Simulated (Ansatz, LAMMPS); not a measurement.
# A frame of liquid (Cs,Na,K)(Cl,F) from 1300 K (64 atoms): geometry optimisation

Aim: bring a frame of liquid (Cs,Na,K)(Cl,F) from 1300 K (64 atoms) to a nearby minimum of the energy and see what moves.

Program: Ansatz 0.2.0. Level of theory: Kohn-Sham DFT, RPBE, PAW (set soft_2), plane waves. Results are calculated unless marked as measured.

## 1. Set-up

The cell holds 64 atoms: 8 Cs, 18 Na, 6 K, 9 Cl and 23 F. Cell: a = 12.302 Å, b = 12.302 Å, c = 12.302 Å, α = 90.0°, β = 90.0°, γ = 90.0°. 64 atoms (8 Cs, 18 Na, 6 K, 9 Cl, 23 F) placed at random at 2.2 g/cm³, melted at 1800 K for 10 ps at fixed volume with the Lennard-Jones and Coulomb ion parameters for SPC/E (Joung and Cheatham, J. Phys. Chem. B 112, 9020 (2008)), full charges. Snapshot at the end of a hold of 20 ps at 1300 K and fixed volume.

Limits known from the start: The starting topology of bonds comes from the classical model. The ion parameters were fitted for water, not for melts, so the starting structure of this cell may lie well off the real melt's. Only the Γ point is sampled, in a cell whose shortest periodic width is 12 Å. Spin–orbit coupling is left out, which matters for the levels of the heavy elements.

## 2. Single point at the start

The forces at the start show how far the geometry lies from a minimum of this functional.

input.yaml

```yaml
crystal:
  lattice:
    - [12.3019, 0.0, 0.0]
    - [0.0, 12.3019, 0.0]
    - [0.0, 0.0, 12.3019]
  atoms:
    - { symbol: Cs, position: [0.71888, 0.55053, 0.80236] }
    - { symbol: Cs, position: [0.0747, 0.62813, 0.64783] }
    - { symbol: Cs, position: [0.97987, 0.23642, 0.64854] }
    - { symbol: Cs, position: [0.47554, 0.80898, 0.92818] }
    [... 54 atom lines left out ...]
    - { symbol: F, position: [0.9263, 0.65566, 0.89264] }
    - { symbol: F, position: [0.37636, 0.96451, 0.09736] }
    - { symbol: F, position: [0.18096, 0.76479, 0.27746] }
    - { symbol: F, position: [0.11655, 0.32323, 0.06734] }
    - { symbol: F, position: [0.19456, 0.15748, 0.49422] }
    - { symbol: F, position: [0.39403, 0.35751, 0.11542] }
kpoints:
  mp_grid: { grid: [1, 1, 1] }
hamiltonian:
  xc: rpbe
scf:
  occupations: { method: fixed }
output:
  forces: true
  stress: true
  populations: true
  dos:
    method: { smearing: { sigma: 0.15 } }
    de: 0.1
    projected: { site_lists: { Cl: [Cl], Cs: [Cs], F: [F], K: [K], Na: [Na] } }
  eigenvalues: true
```

The run is started by

```
ansatz run input.yaml --threads 4 --pin off --max-ram 8192MiB --backend cpu --events-out ev --progress --plain --runs-dir out
```

The job ended after 24 s (4 threads of Arm Neoverse V1, shared host; peak memory 2.1 GiB).

Numbers from this run:

```
free energy                                      : -109967.8899 eV
free energy per atom                             : -1718.2483 eV/atom
SCF cycles                                       : 10
pressure                                         : -0.1147 GPa
r.m.s. force component                           : 0.3682 eV/Å
longest force                                    : 1.262 eV/Å
Fermi energy                                     : 0.5095 eV
gap (highest filled to lowest empty level) : 3.356 eV
spilling of the projection                       : 0.004237
```

The r.m.s. force component of 0.37 eV/Å and the pressure of -0.11 GPa set the starting point.

Length of the force by element:

| element | coordination | atoms | mean length of the force (eV/Å) | spread | least | most |
| --- | --- | --- | --- | --- | --- | --- |
| Cl | all | 9 | 0.584 | 0.240 | 0.135 | 1.01 |
| Cs | all | 8 | 0.721 | 0.33 | 0.141 | 1.26 |
| F | all | 23 | 0.598 | 0.215 | 0.171 | 0.962 |
| K | all | 6 | 0.721 | 0.146 | 0.410 | 0.841 |
| Na | all | 18 | 0.476 | 0.211 | 0.157 | 0.847 |

## 3. Cell and atoms relaxed

The cell is relaxed with the atoms, since the starting lattice needn't suit this functional.

input.yaml, the sections that differ from step 2:

```yaml
output:
  forces: true
relax:
  f_tol: 0.05
  max_steps: 200
  cell: {}
# crystal, kpoints, hamiltonian, scf: as in step 2
```

The job ended after 10 min (4 threads; peak memory 2.1 GiB; 39 min of CPU time).

The steps of the relaxation (22 of 41):

| step | energy less that of the first step (eV) | largest force component (eV/Å) | pressure (GPa) | volume (Å³) |
| --- | --- | --- | --- | --- |
| 1 | 0.0000 | 1.1737 | -0.11 | 1861.73 |
| 3 | -4.8340 | 0.3831 | -0.12 | 1817.61 |
| 5 | -6.4432 | 0.2896 | 0.06 | 1779.09 |
| 7 | -7.4036 | 0.1665 | 0.05 | 1765.75 |
| 9 | -7.9756 | 0.1143 | 0.04 | 1763.99 |
| 11 | -8.2791 | 0.1516 | 0.00 | 1770.00 |
| 12 | -8.4187 | 0.1677 | 0.02 | 1772.68 |
| 14 | -8.6511 | 0.1057 | 0.05 | 1795.36 |
| 16 | -8.8680 | 0.0836 | 0.03 | 1829.53 |
| 18 | -8.9698 | 0.0695 | 0.00 | 1857.31 |
| 20 | -9.0101 | 0.0725 | -0.04 | 1872.89 |
| 22 | -9.0557 | 0.0432 | 0.02 | 1868.23 |
| 24 | -9.1122 | 0.1215 | 0.00 | 1863.03 |
| 26 | -9.2375 | 0.0924 | -0.01 | 1851.70 |
| 28 | -9.3955 | 0.0818 | -0.01 | 1837.58 |
| 30 | -9.4745 | 0.1833 | 0.03 | 1828.10 |
| 31 | -9.5068 | 0.1371 | 0.00 | 1833.80 |
| 33 | -9.5472 | 0.0421 | 0.01 | 1830.93 |
| 35 | -9.6145 | 0.0374 | 0.05 | 1831.59 |
| 37 | -9.6393 | 0.0530 | -0.03 | 1840.07 |
| 39 | -9.6567 | 0.0340 | -0.02 | 1841.17 |
| 41 | -9.6731 | 0.0336 | 0.02 | 1840.11 |

| cell as run | before | after | change |
| --- | --- | --- | --- |
| a (Å) | 12.302 | 11.751 | -4.5 % |
| b (Å) | 12.302 | 12.541 | +1.9 % |
| c (Å) | 12.302 | 12.567 | +2.2 % |
| α (°) | 90.00 | 94.59 | +5.1 % |
| β (°) | 90.00 | 94.55 | +5.1 % |
| γ (°) | 90.00 | 89.79 | -0.2 % |
| volume (Å³/atom) | 29.09 | 28.75 | -1.2 % |

The atoms that moved most (Å, as changes of fractional coordinates times the final cell):

| atom | dx | dy | dz | length |
| --- | --- | --- | --- | --- |
| Cl41 | 1.970 | 0.075 | 0.942 | 2.185 |
| K32 | 1.578 | 1.151 | 0.809 | 2.113 |
| Cs1 | -0.024 | -2.078 | -0.354 | 2.108 |
| F59 | -0.114 | -1.831 | 0.513 | 1.904 |
| Cs3 | 1.388 | 0.924 | -0.538 | 1.752 |
| Na22 | -0.183 | 0.064 | -1.714 | 1.724 |
| Cl37 | -1.411 | -0.779 | -0.165 | 1.620 |
| Na15 | 0.720 | 0.075 | 1.369 | 1.548 |

The relaxation changed the energy by -151 meV/atom, and atoms moved by 1.1 Å r.m.s., 2.2 Å at most.

## 4. Distances and neighbours after relaxation

Bonds before and after, by the cutoffs listed below:

| pair | bonds before | bonds after | mean before (Å) | mean after (Å) | spread before (Å) | spread after (Å) |
| --- | --- | --- | --- | --- | --- | --- |
| F-Na | 46 | 55 | 2.414 | 2.298 | 0.132 | 0.073 |
| F-Cs | 26 | 24 | 3.000 | 3.089 | 0.251 | 0.149 |
| F-K | 19 | 19 | 2.808 | 2.734 | 0.259 | 0.150 |
| Na-Cl | 16 | 18 | 2.915 | 2.835 | 0.130 | 0.103 |
| Cl-Cs | 17 | 19 | 3.642 | 3.642 | 0.406 | 0.146 |
| Cl-K | 7 | 7 | 3.039 | 3.171 | 0.196 | 0.129 |

Density 2.23 g/cm³, 28.75 Å³ an atom.

g(r), total and by pair (bins of 0.2 Å):

| r (Å) | total | F-F | F-Na | F-Cl | F-Cs | F-K | Na-Na |
| --- | --- | --- | --- | --- | --- | --- | --- |
| 2.10 | 0.08 | 0.00 | 0.37 | 0.00 | 0.00 | 0.00 | 0.00 |
| 2.30 | 3.35 | 0.00 | 16.55 | 0.00 | 0.00 | 0.00 | 0.00 |
| 2.50 | 0.57 | 0.00 | 1.47 | 0.00 | 0.00 | 4.04 | 0.00 |
| 2.70 | 0.82 | 0.00 | 0.00 | 0.00 | 0.00 | 5.86 | 0.00 |
| 2.90 | 0.89 | 0.00 | 0.22 | 0.00 | 3.24 | 2.59 | 1.04 |
| 3.10 | 1.05 | 0.88 | 0.00 | 0.00 | 4.62 | 1.14 | 2.31 |
| 3.30 | 0.96 | 3.04 | 0.00 | 0.00 | 1.88 | 0.00 | 2.13 |
| 3.50 | 1.04 | 1.33 | 0.29 | 0.56 | 0.32 | 1.29 | 2.55 |
| 3.70 | 1.30 | 2.61 | 0.00 | 2.58 | 0.29 | 0.37 | 0.99 |
| 3.90 | 1.00 | 1.26 | 0.58 | 1.61 | 0.26 | 0.00 | 2.35 |
| 4.10 | 1.08 | 1.98 | 0.53 | 3.37 | 0.25 | 0.30 | 0.81 |
| 4.30 | 0.89 | 0.61 | 0.49 | 1.92 | 0.64 | 0.00 | 0.75 |
| 4.50 | 0.97 | 0.81 | 0.96 | 1.24 | 0.79 | 0.26 | 1.14 |
| 4.70 | 0.97 | 1.25 | 1.27 | 1.12 | 0.54 | 0.73 | 0.41 |
| 4.90 | 1.04 | 0.70 | 1.19 | 0.60 | 0.67 | 2.20 | 0.19 |
| 5.10 | 1.00 | 0.42 | 1.76 | 1.22 | 0.92 | 1.21 | 0.35 |
| 5.30 | 0.93 | 0.39 | 1.45 | 0.77 | 1.13 | 0.76 | 0.64 |
| 5.50 | 1.10 | 0.73 | 1.11 | 0.69 | 1.43 | 1.41 | 0.59 |
| 5.70 | 0.81 | 0.68 | 0.98 | 0.65 | 1.11 | 0.80 | 0.56 |

Bonds by pair of elements; cutoffs follow the first minimum of g(r), held within bounds set by covalent radii, and pairs that aren't listed don't count as bonded:

| pair A-B | cutoff (Å) | bonds | mean length (Å) | spread (Å) | shortest (Å) | B about A | A about B |
| --- | --- | --- | --- | --- | --- | --- | --- |
| F-Na | 2.68 | 55 | 2.30 | 0.073 | 2.17 | 2.39 | 3.06 |
| F-Cs | 3.52 | 24 | 3.09 | 0.149 | 2.85 | 1.04 | 3 |
| F-K | 3.27 | 19 | 2.73 | 0.15 | 2.54 | 0.826 | 3.17 |
| Na-Cl | 3.18 | 18 | 2.83 | 0.103 | 2.71 | 1 | 2 |
| Cl-Cs | 4.33 | 19 | 3.64 | 0.146 | 3.43 | 2.11 | 2.38 |
| Cl-K | 3.57 | 7 | 3.17 | 0.129 | 3.03 | 0.778 | 1.17 |

How many atoms have how many bonded neighbours:

| element | mean | 3 | 4 | 5 | 6 | 7 |
| --- | --- | --- | --- | --- | --- | --- |
| Cl | 4.89 | 1 | 2 | 4 | 1 | 1 |
| Cs | 5.38 | 0 | 0 | 5 | 3 | 0 |
| F | 4.26 | 0 | 18 | 4 | 1 | 0 |
| K | 4.33 | 0 | 4 | 2 | 0 | 0 |
| Na | 4.06 | 2 | 13 | 3 | 0 | 0 |

Bond angles, per cent of each kind in bins of 5°:

| angle (°) | F-Na-F | Cl-Cs-F | Na-F-Na | Cs-F-Na | Cl-Na-F |
| --- | --- | --- | --- | --- | --- |
| 60–65 | 0.0 | 3.9 | 0.0 | 0.0 | 0.0 |
| 65–70 | 0.0 | 3.9 | 0.0 | 0.0 | 0.0 |
| 70–75 | 0.0 | 19.6 | 2.0 | 2.1 | 0.0 |
| 75–80 | 1.6 | 7.8 | 4.1 | 2.1 | 0.0 |
| 80–85 | 12.5 | 9.8 | 24.5 | 8.3 | 2.2 |
| 85–90 | 10.9 | 2.0 | 6.1 | 8.3 | 13.3 |
| 90–95 | 12.5 | 7.8 | 10.2 | 6.2 | 11.1 |
| 95–100 | 7.8 | 5.9 | 8.2 | 8.3 | 22.2 |
| 100–105 | 4.7 | 5.9 | 4.1 | 8.3 | 8.9 |
| 105–110 | 7.8 | 2.0 | 6.1 | 14.6 | 15.6 |
| 110–115 | 6.2 | 2.0 | 2.0 | 4.2 | 2.2 |
| 115–120 | 9.4 | 3.9 | 6.1 | 8.3 | 8.9 |
| 120–125 | 4.7 | 2.0 | 4.1 | 6.2 | 2.2 |
| 125–130 | 3.1 | 3.9 | 6.1 | 4.2 | 4.4 |
| 130–135 | 6.2 | 2.0 | 2.0 | 6.2 | 0.0 |
| 135–140 | 1.6 | 0.0 | 0.0 | 0.0 | 0.0 |
| 140–145 | 0.0 | 0.0 | 2.0 | 2.1 | 0.0 |
| 145–150 | 1.6 | 5.9 | 2.0 | 0.0 | 4.4 |
| 150–155 | 3.1 | 5.9 | 0.0 | 2.1 | 0.0 |
| 155–160 | 1.6 | 2.0 | 2.0 | 6.2 | 2.2 |
| 160–165 | 1.6 | 3.9 | 2.0 | 0.0 | 0.0 |
| 165–170 | 3.1 | 0.0 | 4.1 | 2.1 | 2.2 |
| 170–175 | 0.0 | 0.0 | 2.0 | 0.0 | 0.0 |

Bond angles (no mean is given where the spread exceeds 20°):

| angle | count | mean (°) | spread (°) |
| --- | --- | --- | --- |
| F-Na-F | 64 | - | - |
| Cl-Cs-F | 51 | - | - |
| Na-F-Na | 49 | - | - |
| Cs-F-Na | 48 | - | - |
| Cl-Na-F | 45 | 106 | 18.4 |

Bond length by coordination (bonds to H left out):

| element | coordination | atoms | mean bond length (Å) |
| --- | --- | --- | --- |
| Cl | 3 | 1 | 2.79 |
| Cl | 4 | 2 | 3.17 |
| Cl | 5 | 4 | 3.25 |
| Cl | 6 | 1 | 3.29 |
| Cl | 7 | 1 | 3.41 |
| Cs | 5 | 5 | 3.32 |
| Cs | 6 | 3 | 3.36 |
| F | 4 | 18 | 2.58 |
| F | 5 | 4 | 2.58 |
| F | 6 | 1 | 2.49 |
| K | 4 | 4 | 2.84 |
| K | 5 | 2 | 2.86 |
| Na | 3 | 2 | 2.34 |
| Na | 4 | 13 | 2.44 |
| Na | 5 | 3 | 2.44 |

For some of the pairs, g(r) has its first main peak near 2.3 Å (F-Na), 3.0 Å (F-Cs) and 2.7 Å (F-K). With the cutoffs above, 44 % of Cl atoms have 5, 62 % of Cs atoms have 5, 78 % of F atoms have 4 and 67 % of K atoms have 4 bonded neighbours.

## 5. Single point at the relaxed geometry

One more single point at the end of the walk gives the fuller output and checks the residual forces.

input.yaml

```yaml
crystal:
  lattice:
    - [11.7407, 0.01183, -0.48247]
    - [0.01183, 12.53111, -0.50288]
    - [-0.48247, -0.50288, 12.54721]
  atoms:
    - { symbol: Cs, position: [0.71559, 0.3833, 0.76735] }
    - { symbol: Cs, position: [0.0495, 0.65501, 0.59032] }
    - { symbol: Cs, position: [0.09653, 0.30863, 0.61306] }
    - { symbol: Cs, position: [0.37597, 0.82196, 0.86826] }
    [... 54 atom lines left out ...]
    - { symbol: F, position: [0.91816, 0.51098, 0.92739] }
    - { symbol: F, position: [0.28074, 0.93045, 0.04883] }
    - { symbol: F, position: [0.17315, 0.78933, 0.23383] }
    - { symbol: F, position: [0.10969, 0.29049, 0.08564] }
    - { symbol: F, position: [0.2558, 0.16791, 0.47284] }
    - { symbol: F, position: [0.38259, 0.38347, 0.22046] }
kpoints:
  mp_grid: { grid: [1, 1, 1] }
hamiltonian:
  xc: rpbe
scf:
  occupations: { method: fixed }
output:
  forces: true
  stress: true
  populations: true
  dos:
    method: { smearing: { sigma: 0.1 } }
    de: 0.1
    projected: { site_lists: { Cl: [Cl], Cs: [Cs], F: [F], K: [K], Na: [Na] } }
  eigenvalues: true
  write_density: true
  write_potential: true
  volumetric_format: npy
  elf: true
```

Run time: 26 s. Hardware: 4 threads; peak memory 2.1 GiB.

The program notes that the exchange-correlation potential is rough where the density is thin.

Numbers from this run:

```yaml
free_energy: -109977.5630 eV
free_energy_per_atom: -1718.3994 eV/atom
scf_cycles: 9
pressure: 0.01848 GPa
r_m_s_force_component: 0.00993 eV/Å
longest_force: 0.04299 eV/Å
fermi_energy: -0.1246 eV
spacing_of_highest_filled_and_lowest_empty_level: 4.462 eV
spilling_of_the_projection: 0.003787
```

Löwdin charges by element and coordination (they lack the spilled electrons, 0.030 e an atom on average):

| element | coordination | atoms | mean charge (e) | spread | least | most |
| --- | --- | --- | --- | --- | --- | --- |
| Cl | all | 9 | -0.715 | 0.0101 | -0.729 | -0.697 |
| Cl | 3 | 1 | -0.704 | 0 | -0.704 | -0.704 |
| Cl | 4 | 2 | -0.713 | 0.0157 | -0.729 | -0.697 |
| Cl | 5 | 4 | -0.720 | 0.0067 | -0.729 | -0.710 |
| Cl | 6 | 1 | -0.714 | 0 | -0.714 | -0.714 |
| Cl | 7 | 1 | -0.715 | 0 | -0.715 | -0.715 |
| Cs | all | 8 | 0.903 | 0.0194 | 0.867 | 0.933 |
| Cs | 5 | 5 | 0.905 | 0.0127 | 0.892 | 0.927 |
| Cs | 6 | 3 | 0.9 | 0.0268 | 0.867 | 0.933 |
| F | all | 23 | -0.788 | 0.006 | -0.797 | -0.776 |
| F | 4 | 18 | -0.790 | 0.0052 | -0.797 | -0.776 |
| F | 5 | 4 | -0.782 | 0.0031 | -0.785 | -0.778 |
| F | 6 | 1 | -0.780 | 0 | -0.780 | -0.780 |
| K | all | 6 | 0.838 | 0.0162 | 0.811 | 0.856 |
| K | 4 | 4 | 0.831 | 0.0147 | 0.811 | 0.848 |
| K | 5 | 2 | 0.854 | 0.0024 | 0.851 | 0.856 |
| Na | all | 18 | 0.792 | 0.0124 | 0.766 | 0.811 |
| Na | 3 | 2 | 0.794 | 0.0028 | 0.791 | 0.796 |
| Na | 4 | 13 | 0.791 | 0.0131 | 0.766 | 0.811 |
| Na | 5 | 3 | 0.795 | 0.0126 | 0.777 | 0.804 |

Density of states as counts of states in windows of 1 eV (from the Fermi level), total and the larger projections:

| from (eV) | to (eV) | total | F p | Cl p | Cs p | Cl s | K p |
| --- | --- | --- | --- | --- | --- | --- | --- |
| -14 | -13 | 0.0 | 0.0 | 0.0 | 0.0 | 0.0 | 0.0 |
| -13 | -12 | 13.5 | 0.0 | 0.0 | 0.0 | 12.4 | 0.4 |
| -12 | -11 | 20.5 | 0.1 | 0.0 | 0.0 | 4.4 | 15.8 |
| -11 | -10 | 20.0 | 0.1 | 0.0 | 0.0 | 0.3 | 19.5 |
| -10 | -7 | 0.0 | 0.0 | 0.0 | 0.0 | 0.0 | 0.0 |
| -7 | -6 | 18.2 | 0.2 | 0.1 | 17.8 | 0.0 | 0.0 |
| -6 | -5 | 29.8 | 0.4 | 0.1 | 29.0 | 0.0 | 0.0 |
| -5 | -2 | 0.0 | 0.0 | 0.0 | 0.0 | 0.0 | 0.0 |
| -2 | -1 | 35.5 | 31.1 | 2.5 | 0.1 | 0.0 | 0.0 |
| -1 | 0 | 154.9 | 102.3 | 48.0 | 0.8 | 0.0 | 0.1 |
| 0 | 1 | 1.6 | 0.2 | 1.4 | 0.0 | 0.0 | 0.0 |
| 1 | 4 | 0.0 | 0.0 | 0.0 | 0.0 | 0.0 | 0.0 |
| 4 | 5 | 2.0 | 0.0 | 0.0 | 0.0 | 0.1 | 0.0 |

With fixed occupations the program's Fermi level is the highest filled level; weight inside the gap is the broadening of levels at its edges.

Between -26 and -14 eV lie 170 more states.

The stored curve holds about 464 of the 512 electrons; the rest, give or take the few that broadening carries across the Fermi level, lie in deeper levels below its range.

The levels nearest the highest filled one (over half full), pooled over k-points and spins:

| level less the highest filled one (eV) | occupation |
| --- | --- |
| -0.206 | 2 |
| -0.202 | 2 |
| -0.164 | 2 |
| -0.130 | 2 |
| -0.119 | 2 |
| 0 | 2 |
| 4.46 | 0 |
| 5.53 | 0 |
| 5.62 | 0 |
| 5.78 | 0 |
| 5.82 | 0 |
| 5.97 | 0 |

Mean Löwdin charges: Cl -0.72, Cs +0.90, F -0.79, K +0.84, Na +0.79 e (they miss 0.38 % of the electrons, so they add up to more than the cell's charge).

## 6. What came out

```json
{
  "energy change in the relaxation": "-151.1 meV/atom",
  "r.m.s. displacement": "1.131 Å",
  "largest displacement": "2.185 Å",
  "free energy per atom": "-1718.3994 eV/atom",
  "pressure": "0.01848 GPa",
  "r.m.s. force component": "0.00993 eV/Å",
  "gap (highest filled to lowest empty level)": "4.462 eV",
  "wall time of the 3 DFT runs": "11 min"
}
```

Relaxation lowers the energy by 151 meV/atom and moves atoms by 1.1 Å r.m.s.; the r.m.s. force component goes from 0.37 to 0.0099 eV/Å, the pressure goes from -0.11 to 0.018 GPa, and the gap from 3.36 to 4.46 eV. Displacements are taken in the final cell, so they leave out its strain. By the final cutoffs 28 of 131 bonded pairs parted and 39 joined. The cell shrank by 1.2 % in volume. From the first step to the last the energy fell by 9.673 eV, and the largest move was 2.18 Å (Cl41). The Cl-K bonds go from 3.039 Å (spread 0.196) to 3.171 Å (spread 0.129). With the cutoffs above, 44 % of Cl atoms have 5, 62 % of Cs atoms have 5, 78 % of F atoms have 4 and 67 % of K atoms have 4 bonded neighbours. Filled and empty levels are parted by 4.46 eV (at Γ alone); a semilocal functional tends to put such gaps too low. In a disordered cell it changes from sample to sample and from frame to frame.

What to keep in mind: The starting topology of bonds comes from the classical model; in DFT 28 of its 131 bonded pairs passed out of the cutoffs and 39 came within them.

[Logs are printed without paths, hosts, clocks, repeated set-up lines and the standing remarks that a program may print on its own settings, such as how far it seeks lower states.]

[Hosts, paths, dates, database ids (printed as entryN), source tags and the programs' standing remarks are cut or masked in the printed files.]
